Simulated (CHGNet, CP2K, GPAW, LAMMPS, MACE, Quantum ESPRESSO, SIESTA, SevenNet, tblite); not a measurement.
**Other levels on glassy 63SiO2-22Al2O3-15ZnO (mol %) (89 atoms)**

Density of this cell: 2.91 g/cm³. The cell holds 89 atoms: 17 Si, 12 Al, 4 Zn and 56 O. Cell: a = 10.382 Å, b = 10.382 Å, c = 10.382 Å, α = 90.0°, β = 90.0°, γ = 90.0°. 89 atoms (17 Si, 12 Al, 4 Zn, 56 O) placed at random at 2.7 g/cm³, melted at 4000 K for 10 ps at fixed volume with the Morse and Coulomb pair potential with partial charges (Pedone, Malavasi, Menziani, Cormack and Segre, J. Phys. Chem. B 110, 11780 (2006)). Quenched from 4000 K to 300 K at 20 K/ps and fixed volume, held 10 ps at zero pressure, then minimised at fixed cell.

Geometry: as built.

The reference, a calculation:

- method: Kohn-Sham DFT, PBE, SSSP efficiency 1.3.0 pseudopotentials, plane waves (Quantum ESPRESSO 7.5); sssp-pbe-1.3.0-efficiency, cutoffs 60/480 Ry, Γ point
- r.m.s. force component: 0.7442 eV/Å
- longest force: 3.049 eV/Å
- pressure: 7.99 GPa
- gap (highest filled to lowest empty level): 2.754 eV
- time: 5.6 min on 2 MPI ranks of Arm Neoverse V2, shared host
- CPU time: 11 min

Runs, in no order:
A. CP2K RPBE, PBE potentials, DZVP-MOLOPT-SR, 800/50 Ry, OT DIIS: Kohn-Sham DFT, RPBE, GTH-PBE pseudopotentials, Gaussian and plane waves, DZVP-MOLOPT-SR-GTH, orbital transformation
B. MACE MP-0b2 small potential: machine-learned interatomic potential MACE MP-0b2 small, trained on PBE(+U) plane-wave data
C. SIESTA PBE, DZ, shift 0.01 Ry, mesh 500 Ry: Kohn-Sham DFT, PBE, PseudoDojo 0.4.1 norm-conserving pseudopotentials (converted to PSML), numerical atomic orbitals (DZ), diagonalisation
D. GPAW PBE, LCAO dzp, h 0.18 Å: Kohn-Sham DFT, PBE, PAW, atomic orbitals (dzp)

Q: Order them from the smallest to the largest r.m.s. force difference.

B, A, D, C.

```csv
run,"Δ force, r.m.s. (meV/Å)",share of r.m.s. force (%),CPU time
B. MACE MP-0b2 small potential,82.1,11.0,5.3 s
"A. CP2K RPBE, PBE potentials, DZVP-MOLOPT-SR, 800/50 Ry, OT DIIS",137,18.4,8.3 min
"D. GPAW PBE, LCAO dzp, h 0.18 Å",285,38.3,2.3 min
"C. SIESTA PBE, DZ, shift 0.01 Ry, mesh 500 Ry",865,116,2.4 min
```

Machine-learned potentials mimic data converged in k, so the reference's own k-point error enters their differences. The network of bonds at the start is that of the classical potential that made the cell, and needn't be the one that DFT or experiment would give. The electronic-structure runs sample only Γ, in a cell whose shortest periodic width is 10 Å.

[Logs are printed without paths, hosts, clocks, repeated set-up lines and the standing remarks that a program may print on its own settings, such as how far it seeks lower states.]

[Hosts, paths, dates, database ids (printed as entryN), source tags and the programs' standing remarks are cut or masked in the printed files.]
